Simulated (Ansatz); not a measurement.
Rows from a G0W0 calculation on CO2 (Pa-3) (Ansatz 0.2.0; G0W0 on PBE with a share 0.35 of exact exchange, plane waves, PAW; PAW set soft_1; 2×2×2 mesh, 692 empty bands, screening to 150 eV, PAW set soft_1 files), in eV. Spin-orbit coupling is left out.

| row | k | band | start | Σx | Σc at the solution | Vxc |
| --- | --- | --- | --- | --- | --- | --- |
| A | Γ | v1 | -3.973 | -26.231 | 2.514 | -23.070 |
| B | Γ | c1 | 6.467 | -5.885 | -2.849 | -9.332 |
| C | Γ | v3 | -4.222 | -25.906 | 2.527 | -22.699 |
| D | Γ | c2 | 7.934 | -10.271 | -2.895 | -14.807 |

Question: Work out each quasiparticle level and how far it moved.

The quasiparticle equation reads E = start + Σx + Σc(E) − Vxc.

| row | E (eV) | shift (eV) |
| --- | --- | --- |
| A | -4.619 | −0.647 |
| B | 7.066 | +0.598 |
| C | -4.902 | −0.680 |
| D | 9.575 | +1.641 |

Limits: not at the basis limit; coarse k mesh.

[Runs of the session that timed out or met a known fault of the program may be left out.]

[Cells called generated may have been cut or substituted from an entry of the Crystallography Open Database or the Materials Project.]

[Hosts, paths, dates, database ids (printed as entryN), source tags and the programs' standing remarks are cut or masked in the printed files.]
